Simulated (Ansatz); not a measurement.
## BS4N (model structure): optical spectrum from first principles

Aim: the dielectric function of BS4N (model structure), and the optical constants that follow from it. The structure is a model built here, which may or may not match a known phase. It was built so: All O replaced by S and P replaced by N in the I-4 structure of BPO4.

Main program and level: Ansatz 0.2.0; DFT, PBE, plane-wave PAW, default files, scalar-relativistic, independent-particle optical response without local fields.

## 1. Set-up

Symmetry: I-4, No. 82, tetragonal system. The conventional cell has a = 5.360 Å, b = 5.360 Å, c = 8.216 Å, α = 90.00°, β = 90.00°, γ = 90.00°. Nearest to S lie 1 B at 1.78 Å and 1 N at 1.91 Å. Nearest to N lie 4 S at 1.91 Å. Nearest to B lie 4 S at 1.78 Å. All O replaced by S and P replaced by N in the I-4 structure of BPO4. Farther neighbours and most contacts between anions are not listed.

## 2. Relaxation

The structure was built or cut out here, so it is relaxed before any spectrum is computed.

This step: DFT, PBE, plane-wave PAW, default files, scalar-relativistic, relaxation (Ansatz 0.2.0).

input.yaml reads:

```yaml
crystal:
  lattice:
    - [-2.68012747, 2.68012747, 4.10804396]
    - [2.68012747, -2.68012747, 4.10804396]
    - [2.68012747, 2.68012747, -4.10804396]
  atoms:
    - { symbol: S, position: [0.007, 0.609, 0.878] }
    - { symbol: S, position: [0.871, 0.993, 0.602] }
    - { symbol: S, position: [0.731, 0.129, 0.122] }
    - { symbol: S, position: [0.391, 0.269, 0.398] }
    - { symbol: "N", position: [0.0, 0.0, 0.0] }
    - { symbol: B, position: [0.75, 0.25, 0.5] }
kpoints:
  mp_grid: { grid: [6, 6, 6] }
scf:
  occupations: { method: fermi_dirac, width: 0.05 }
hamiltonian:
  xc: pbe
  pseudopotentials: { kind: paw }
output:
  forces: true
  stress: true
relax:
  f_tol: 0.02
  max_steps: 50
  cell: {}
```

Run with:

```bash
$ ansatz run input.yaml --threads 2 --pin off --max-ram 5120MiB --backend cpu --events-out ev --progress --plain --runs-dir out
```

Numbers of over 12 decimals in the logs are rounded to 6 here.

The program printed:

```text
Engine: ansatz 0.2.0, aarch64-unknown-linux-gnu
Pseudopotentials: kind: paw
Pseudopotential: S, paw, valence charge 6, recommended cutoff 420 eV (normal), S.paw.azcp
Pseudopotential: N, paw, valence charge 5, recommended cutoff 420 eV (normal), N.paw.azcp
Pseudopotential: B, paw, valence charge 3, recommended cutoff 420 eV (normal), B.paw.azcp
Functional definition: PBE
  parameter kappa = 0.804
  parameter beta = 0.066725
  exchange = pbe_x(kappa = kappa, mu = beta*pi^2/3)
  correlation = pbe_c(beta = beta)
Crystal: 6 atoms, lattice volume = 118.034 Å³
Basis set: ecut = 420 eV, 2301 PW (Γ), exchange–correlation on 80×80×80 points (8 copies of the dense FFT grid, shifted against one another)
Bands: 22, of which v1, the nominal top of the filled ones, is band 16 counted from 1 (15 counted from 0)
Symmetry: 4 space group operations
Space group: I-4 (ITA 82), of the structure as read, at distance tolerance 4.9e-5 Å
k-points: 36 of 216 (time reversal used)
Non-local potential: S, projectors of the file, l = 0: 2, l = 1: 2, l = 2: 2
Non-local potential: N, projectors of the file, l = 0: 2, l = 1: 2, l = 2: 1
Non-local potential: B, projectors of the file, l = 0: 2, l = 1: 2, l = 2: 1
PAW form: soft (Blöchl's): semilocal exchange-correlation on the pseudo side does not see the compensation charge
PAW one-centre angular grid: S, 110 points (default); XC on 64 Gauss nodes
PAW one-centre angular grid: N, 110 points (default); XC on 64 Gauss nodes
PAW one-centre angular grid: B, 110 points (default); XC on 64 Gauss nodes
Initial density: superposition of atomic densities (neutral atoms: chi_scale 0, normalization atom), corrected by the library's trained network
Initial wavefunctions: pseudopotential atomic-orbital guess
Functional: x = pbe(κ = 0.804, μ = 0.219515), c = pbe(β = 0.066725)
SCF iter   1: F=—  HF=-4143.813163 eV  |F-HF|=—  |Δ(HF+E_count)|=         —  Δρ=8.23e-3  dr2=7.73e-2  ethr=1.77e-3  ⟨swp⟩=7.0  Hψ=4781  notcnv=0
preconditioner: auto → none  [insulator: Δε(μ)=0.144 eV  Ē_g=10.361 eV  σ=0.050 eV  W_gap=0.57  n_scr=14 (ndim 8)  ℏωp=19.3 eV  f_vac=0.069  D(μ)=0.11/eV (n_scr^D=0)  ε∞_Penn≈4.5]
SCF iter   2: F=—  HF=-4143.797628 eV  |F-HF|=—  |Δ(HF+E_count)|=   1.55e-2  Δρ=4.06e-3  dr2=2.65e-2  ethr=2.42e-4  ⟨swp⟩=3.7  Hψ=1816  notcnv=0  defer=37
SCF iter   3: F=—  HF=-4143.794553 eV  |F-HF|=—  |Δ(HF+E_count)|=   3.07e-3  Δρ=2.83e-3  dr2=1.19e-2  ethr=8.28e-5  ⟨swp⟩=3.5  Hψ=1536  notcnv=0  defer=37
SCF iter   4: F=—  HF=-4143.793748 eV  |F-HF|=—  |Δ(HF+E_count)|=   8.05e-4  Δρ=1.64e-3  dr2=3.35e-3  ethr=3.70e-5  ⟨swp⟩=2.0  Hψ=1267  notcnv=0  defer=37
SCF iter   5: F=—  HF=-4143.793306 eV  |F-HF|=—  |Δ(HF+E_count)|=   4.42e-4  Δρ=6.59e-4  dr2=4.99e-4  ethr=1.05e-5  ⟨swp⟩=2.0  Hψ=1076  notcnv=0  defer=37
SCF iter   6: F=—  HF=-4143.793301 eV  |F-HF|=—  |Δ(HF+E_count)|=   4.69e-6  Δρ=1.50e-4  dr2=2.07e-5  ethr=1.56e-6  ⟨swp⟩=2.7  Hψ=1259  notcnv=0  defer=37
SCF iter   7: F=—  HF=-4143.793297 eV  |F-HF|=—  |Δ(HF+E_count)|=   4.30e-6  Δρ=1.66e-5  dr2=1.80e-7  ethr=6.48e-8  ⟨swp⟩=2.6  Hψ=1395  notcnv=0  defer=37
SCF iter   8: F=-4143.793297 eV  HF=-4143.793297 eV  |F-HF|=7.72e-9  |Δ(HF+E_count)|=   2.62e-7  Δρ=3.11e-6  dr2=6.84e-9  ethr=3.13e-10  ⟨swp⟩=5.0  Hψ=2965  notcnv=0
SCF 1 converged in 8 iterations: F = -4143.793297 eV  dr2 = 6.84e-9
  greatest PAW one-centre occupation: 0.875 electrons in one spin orbital (limit 2), on the S atom at site 1 (counted from 0), in its partial waves of l = 0
relax step   1: F+E_penalty+E_count = -4143.79329722 eV  Δ(F+E_penalty+E_count) = +0.000e0 eV  max|allowed force component| = 2.533e0 eV/Å  Δτ_max = 0.0000 Å  P = +7.018 GPa  Ω = 118.034 Å³  (8 SCF iters, dr2 threshold 1.00e-7 eV, accepted)
Crystal: 6 atoms, lattice volume = 110.377 Å³
Basis set: ecut = 420 eV, 2133 PW (Γ), exchange–correlation on 80×80×80 points (8 copies of the dense FFT grid, shifted against one another)
Initial density: handed on by an earlier stage of this run
Initial wavefunctions: those handed on with the density
iter 1 solved again at ethr=6.09e-4 eV; its pass at ethr=3.10e-3 eV (dr2=1.95e-1 eV) is discarded
SCF iter   1: F=—  HF=-4145.378563 eV  |F-HF|=—  |Δ(HF+E_count)|=         —  Δρ=1.89e-2  dr2=1.96e-1  ethr=6.09e-4  ⟨swp⟩=1.1  Hψ=5673  notcnv=0
preconditioner: auto → none  [insulator: Δε(μ)=0.283 eV  Ē_g=10.346 eV  σ=0.050 eV  W_gap=0.85  n_scr=14 (ndim 8)  ℏωp=20.0 eV  f_vac=0.008  D(μ)=0.05/eV (n_scr^D=0)  ε∞_Penn≈4.7]
SCF iter   2: F=—  HF=-4145.338978 eV  |F-HF|=—  |Δ(HF+E_count)|=   3.96e-2  Δρ=8.44e-3  dr2=3.41e-2  ethr=6.09e-4  ⟨swp⟩=3.0  Hψ=1462  notcnv=0
SCF iter   3: F=—  HF=-4145.336380 eV  |F-HF|=—  |Δ(HF+E_count)|=   2.60e-3  Δρ=1.59e-3  dr2=2.09e-3  ethr=1.07e-4  ⟨swp⟩=2.5  Hψ=1234  notcnv=0
SCF iter   4: F=—  HF=-4145.336101 eV  |F-HF|=—  |Δ(HF+E_count)|=   2.80e-4  Δρ=3.77e-4  dr2=8.59e-5  ethr=6.54e-6  ⟨swp⟩=2.2  Hψ=1162  notcnv=0
SCF iter   5: F=—  HF=-4145.336092 eV  |F-HF|=—  |Δ(HF+E_count)|=   8.96e-6  Δρ=7.46e-5  dr2=9.61e-6  ethr=2.69e-7  ⟨swp⟩=2.0  Hψ=1189  notcnv=0
SCF iter   6: F=-4145.336090 eV  HF=-4145.336090 eV  |F-HF|=4.96e-8  |Δ(HF+E_count)|=   1.46e-6  Δρ=2.01e-5  dr2=3.05e-7  ethr=1.87e-9  ⟨swp⟩=3.9  Hψ=3471  notcnv=0
SCF 2 converged in 6 iterations: F = -4145.336090 eV  dr2 = 3.05e-7
  greatest PAW one-centre occupation: 0.874 electrons in one spin orbital (limit 2), on the S atom at site 0 (counted from 0), in its partial waves of l = 0
relax step   2: F+E_penalty+E_count = -4145.33609008 eV  Δ(F+E_penalty+E_count) = -1.543e0 eV  max|allowed force component| = 1.045e0 eV/Å  Δτ_max = 0.1905 Å  P = +0.775 GPa  Ω = 110.377 Å³  energy of the carried Pulay correction = +4.920e-3 eV  (6 SCF iters, dr2 threshold 6.00e-7 eV, accepted)
Crystal: 6 atoms, lattice volume = 103.362 Å³
Basis set: ecut = 420 eV, 2037 PW (Γ), exchange–correlation on 80×80×80 points (8 copies of the dense FFT grid, shifted against one another)
iter 1 solved again at ethr=2.09e-4 eV; its pass at ethr=3.10e-3 eV (dr2=6.70e-2 eV) is discarded
SCF iter   1: F=—  HF=-4145.658992 eV  |F-HF|=—  |Δ(HF+E_count)|=         —  Δρ=1.17e-2  dr2=6.75e-2  ethr=2.09e-4  ⟨swp⟩=1.7  Hψ=5481  notcnv=0
preconditioner: auto → Kerker (q_TF=auto, 2.244 Å⁻¹)  [metal: Δε(μ)=0.152 eV  Ē_g=10.348 eV  σ=0.050 eV  W_gap=0.46  n_scr=14 (ndim 8)  ℏωp=20.7 eV  f_vac=0.001  D(μ)=0.15/eV (n_scr^D=0)]
SCF iter   2: F=—  HF=-4145.650731 eV  |F-HF|=—  |Δ(HF+E_count)|=   8.26e-3  Δρ=6.54e-3  dr2=2.23e-2  ethr=2.09e-4  ⟨swp⟩=1.1  Hψ=795  notcnv=0
[...]
greatest PAW one-centre occupation: 0.874 electrons in one spin orbital (limit 2), on the S atom at site 3 (counted from 0), in its partial waves of l = 0
relax step   3: F+E_penalty+E_count = -4145.64815475 eV  Δ(F+E_penalty+E_count) = -3.121e-1 eV  max|allowed force component| = 4.516e-1 eV/Å  Δτ_max = 0.1092 Å  P = -1.260 GPa  Ω = 103.362 Å³  energy of the carried Pulay correction = +9.727e-3 eV  (7 SCF iters, dr2 threshold 6.00e-7 eV, accepted)
[...]
relax step   4: F+E_penalty+E_count = -4145.69312596 eV  Δ(F+E_penalty+E_count) = -4.497e-2 eV  max|allowed force component| = 2.040e-1 eV/Å  Δτ_max = 0.0235 Å  P = -0.488 GPa  Ω = 101.637 Å³  energy of the carried Pulay correction = +1.096e-2 eV  (6 SCF iters, dr2 threshold 6.00e-7 eV, accepted)
[...]
relax step   5: F+E_penalty+E_count = -4145.70821220 eV  Δ(F+E_penalty+E_count) = -1.509e-2 eV  max|allowed force component| = 2.505e-2 eV/Å  Δτ_max = 0.0248 Å  P = -0.117 GPa  Ω = 100.646 Å³  energy of the carried Pulay correction = +1.167e-2 eV  (6 SCF iters, dr2 threshold 6.00e-7 eV, accepted)
[...]
relax step   6: F+E_penalty+E_count = -4145.70905349 eV  Δ(F+E_penalty+E_count) = -8.413e-4 eV  max|allowed force component| = 9.578e-3 eV/Å  Δτ_max = 0.0080 Å  P = +0.016 GPa  Ω = 100.207 Å³  energy of the carried Pulay correction = +1.199e-2 eV  (6 SCF iters, dr2 threshold 5.22e-8 eV, accepted)
[...]
relax step   7: F+E_penalty+E_count = -4145.70913265 eV  Δ(F+E_penalty+E_count) = -7.916e-5 eV  max|allowed force component| = 3.983e-3 eV/Å  Δτ_max = 0.0012 Å  P = +0.021 GPa  Ω = 100.167 Å³  energy of the carried Pulay correction = +1.202e-2 eV  (6 SCF iters, dr2 threshold 1.18e-8 eV, accepted)
[...]
relax step   8: F+E_penalty+E_count = -4145.70350766 eV  Δ(F+E_penalty+E_count) = +5.625e-3 eV  max|allowed force component| = 4.142e-3 eV/Å  Δτ_max = 0.0000 Å  P = -0.070 GPa  Ω = 100.167 Å³  stress off target by 7.33e-2 GPa  SCF on the basis re-selected at this cell (its energy is not comparable with the rows above)  (6 SCF iters)
[...]
relax step   9: F+E_penalty+E_count = -4145.70376319 eV  Δ(F+E_penalty+E_count) = -2.555e-4 eV  max|allowed force component| = 1.327e-3 eV/Å  Δτ_max = 0.0031 Å  P = +0.004 GPa  Ω = 99.928 Å³  energy of the carried Pulay correction = +1.772e-4 eV  (6 SCF iters, dr2 threshold 1.34e-8 eV, accepted)
iter 1 solved again at ethr=9.13e-7 eV; its pass at ethr=3.10e-3 eV (dr2=2.92e-4 eV) is discarded
SCF iter   1: F=—  HF=-4145.703565 eV  |F-HF|=—  |Δ(HF+E_count)|=         —  Δρ=7.70e-6  dr2=9.77e-9  ethr=9.13e-7  ⟨swp⟩=3.1  Hψ=6352  notcnv=0
eigensolver tolerance schedule: the retry pair's looser diagonalisation over-reported the residual by 29893.76 of it (diagonalisation noise at an unbounded share of the residual, at the tolerance the schedule requests for it); recorded, not acted on — ethr = c·dr2/N_el stays at c = 1.0e-1
preconditioner: auto → none  [insulator: Δε(μ)=0.187 eV  Ē_g=10.546 eV  σ=0.050 eV  W_gap=0.63  n_scr=14 (ndim 8)  ℏωp=21.0 eV  f_vac=0.000  D(μ)=0.10/eV (n_scr^D=0)  ε∞_Penn≈5.0]
SCF iter   2: F=—  HF=-4145.703576 eV  |F-HF|=—  |Δ(HF+E_count)|=   1.10e-5  Δρ=3.52e-6  dr2=1.69e-9  ethr=3.05e-11  ⟨swp⟩=3.5  Hψ=1865  notcnv=0
SCF iter   3: F=—  HF=-4145.703576 eV  |F-HF|=—  |Δ(HF+E_count)|=   6.27e-9  Δρ=8.42e-7  dr2=2.88e-10  ethr=5.28e-12  ⟨swp⟩=2.0  Hψ=1369  notcnv=0
iter 4 did not close the SCF: its close was put off for the readings that it lacked (scf_convergence_deferred on its scf_iter line)
SCF iter   4: F=-4145.703576 eV  HF=-4145.703576 eV  |F-HF|=2.27e-11  |Δ(HF+E_count)|=  2.67e-10  Δρ=2.52e-7  dr2=1.78e-11  ethr=1.00e-12  ⟨swp⟩=2.7  Hψ=1338  notcnv=0
iter 5 did not close the SCF: its close was put off for the readings that it lacked (scf_convergence_deferred on its scf_iter line)
SCF iter   5: F=-4145.703576 eV  HF=-4145.703576 eV  |F-HF|=1.82e-12  |Δ(HF+E_count)|=  2.64e-11  Δρ=6.19e-8  dr2=2.04e-12  ethr=1.00e-12  ⟨swp⟩=1.0  Hψ=792  notcnv=0
iter 6 did not close the SCF: its close was put off for the readings that it lacked (scf_convergence_deferred on its scf_iter line)
SCF iter   6: F=-4145.703576 eV  HF=-4145.703576 eV  |F-HF|=9.09e-13  |Δ(HF+E_count)|=  9.09e-13  Δρ=1.73e-8  dr2=9.27e-14  ethr=1.00e-12  ⟨swp⟩=1.0  Hψ=792  notcnv=0
iter 7 did not close the SCF: its close was put off for the readings that it lacked (scf_convergence_deferred on its scf_iter line)
SCF iter   7: F=-4145.703576 eV  HF=-4145.703576 eV  |F-HF|=9.09e-13  |Δ(HF+E_count)|=  1.82e-12  Δρ=4.80e-9  dr2=4.04e-14  ethr=1.00e-12  ⟨swp⟩=1.0  Hψ=792  notcnv=0
SCF iter   8: F=-4145.703576 eV  HF=-4145.703576 eV  |F-HF|=9.09e-13  |Δ(HF+E_count)|=  1.82e-12  Δρ=1.52e-9  dr2=1.14e-15  ethr=1.00e-12  ⟨swp⟩=2.0  Hψ=1880  notcnv=0
SCF 10 converged in 8 iterations: F = -4145.703576 eV  dr2 = 1.14e-15
relax step  10: F+E_penalty+E_count = -4145.70357588 eV  Δ(F+E_penalty+E_count) = +1.873e-4 eV  max|allowed force component| = 1.351e-3 eV/Å  Δτ_max = 0.0000 Å  P = +0.002 GPa  Ω = 99.928 Å³  stress off target by 2.73e-3 GPa  SCF on the basis re-selected at this cell (its energy is not comparable with the rows above)  (8 SCF iters)
basis re-selected at this cell: Δ(F+E_penalty+E_count) = +1.873e-4 eV, ΔP = -0.002 GPa vs the last step (what re-selecting the basis moved, of the pressure what is left beyond the Pulay correction that the steps carried, after the strain that the cell walked since its last selection, with what the two solves' SCF thresholds leave and, on support functions, any second-order correction that the steps lacked; it is no m [...]
SCF converged after 8 iterations
Free energy (F): -4145.703576 eV
Harris-Foulkes:  -4145.703576 eV  (|F-HF|=9.09e-13)
Internal energy: -4145.702405 eV  (E = F + TS)
E sigma→0 (E₀):  -4145.702990 eV
Entropy (-TS):   -0.001171 eV (-0.195 meV/atom)
Fermi energy:    5.563255 eV
--- Per-component energies (eV) ---
  E_band       = -44.984559
  E_kinetic    = 597.890537
  E_local      = -887.564843  (includes V_loc(G=0)·N_el)
  E_nonlocal   = 173.289135
  E_hartree    = 285.511835
  E_xc         = -476.853487
  E_vxc        = -459.231556  (∫ρ·V_xc dr)
  E_paw        = -2605.753144  (= ΣΔE_a)
  E_vpaw       = -40.391593  (= ΣTr[D̂ρ^β])
  E_aug_tail   = 0.000091  (compensation charges beyond the density's cutoff)
  E_ewald      = -1232.222530
  E_smearing   = -0.001171  (= −TS)
  E_closure    = 0.000000  (closes the sum)
  Σ components = -4145.703576   (vs F -4145.703576, Δ=0.00e0)
--- Forces (eV/Å), atoms counted from 1 ---
  atom   1  S     -0.00075156     0.00135135    -0.00043016
  atom   2  S     -0.00135135    -0.00075156     0.00043016
  atom   3  S      0.00075156    -0.00135135    -0.00043016
  atom   4  S      0.00135135     0.00075156     0.00043016
  atom   5  N     -0.00000000     0.00000000     0.00000000
  atom   6  B      0.00000000    -0.00000000     0.00000000
  max |Σ_I F_I| component: 2.57e-16 eV/Å
--- Stress (GPa, compression-positive) ---
        0.002726       0.000000      -0.000000
       -0.000000       0.002726      -0.000000
       -0.000000      -0.000000       0.000788
  P = ⅓ Tr σ = 0.0021 GPa (0.021 kbar)
--- Relaxed structure (8 steps of the walk, 8 accepted, 2 SCFs on fresh bases) ---
  F+E_penalty+E_count = -4145.70357588 eV   max|allowed force component| = 1.351e-3 eV/Å   (the final SCF, on the basis selected at the relaxed cell)
  cell:  # Å, volume = 99.9283 Å³
    - [-2.580729, 2.580729, 3.750974]
    - [2.580729, -2.580729, 3.750974]
    - [2.580729, 2.580729, -3.750974]
  atoms:
    - { symbol: S, position: [0.061585, 0.630632, 0.959117] }
    - { symbol: S, position: [0.897532, 0.938415, 0.569047] }
    - { symbol: S, position: [0.671516, 0.102468, 0.040883] }
    - { symbol: S, position: [0.369368, 0.328484, 0.430953] }
    - { symbol: N, position: [3.343831374786087e-19, -7.372100654460171e-19, -6.139643321514677e-19] }
    - { symbol: B, position: [0.750000, 0.25, 0.500000] }
```

Run time: 36 s. Hardware: 2 threads of Arm Neoverse V2, shared host; peak memory 0.39 GiB; 70 s of CPU time.

Step by step:

| step | energy less that of the first step (eV) | largest force component (eV/Å) | pressure (GPa) | volume (Å³) |
| --- | --- | --- | --- | --- |
| 1 | 0.0000 | 2.5334 | 7.02 | 118.03 |
| 2 | -1.5428 | 1.0454 | 0.77 | 110.38 |
| 3 | -1.8549 | 0.4516 | -1.26 | 103.36 |
| 4 | -1.8998 | 0.2040 | -0.49 | 101.64 |
| 5 | -1.9149 | 0.0250 | -0.12 | 100.65 |
| 6 | -1.9158 | 0.0096 | 0.02 | 100.21 |
| 7 | -1.9158 | 0.0040 | 0.02 | 100.17 |
| 8* | -1.9102 | 0.0041 | -0.07 | 100.17 |
| 9 | -1.9105 | 0.0013 | 0.00 | 99.93 |
| 10* | -1.9103 | 0.0014 | 0.00 | 99.93 |

Relaxation steps marked * repeat the geometry before them on a plane-wave basis chosen anew for their cell, so energy and pressure can jump there.

The run keeps the 4 symmetry operations that it works with, so distortions that break them were not tested.

```
conventional cell, symmetrised  before  after   change
                         a (Å)   5.360  5.161   -3.7 %
                         b (Å)   5.360  5.161   -3.7 %
                         c (Å)   8.216  7.502   -8.7 %
              volume (Å³/atom)   19.67  16.65  -15.3 %
```

The atoms that moved most (Å, as changes of fractional coordinates times the final cell):

```
atom      dx      dy      dz  length
  S1   0.124   0.294  -0.018   0.320
  S2  -0.294   0.124   0.018   0.320
  S3  -0.124  -0.294  -0.018   0.320
  S4   0.294  -0.124   0.018   0.320
```

The relaxation ends with a largest force component of 0.0014 eV/Å and a pressure of 0.00 GPa.

[end of part 1 of 2]

[Logs are printed without paths, hosts, clocks, repeated set-up lines and the standing remarks that a program may print on its own settings, such as how far it seeks lower states.]

[Hosts, paths, dates, database ids (printed as entryN), source tags and the programs' standing remarks are cut or masked in the printed files.]
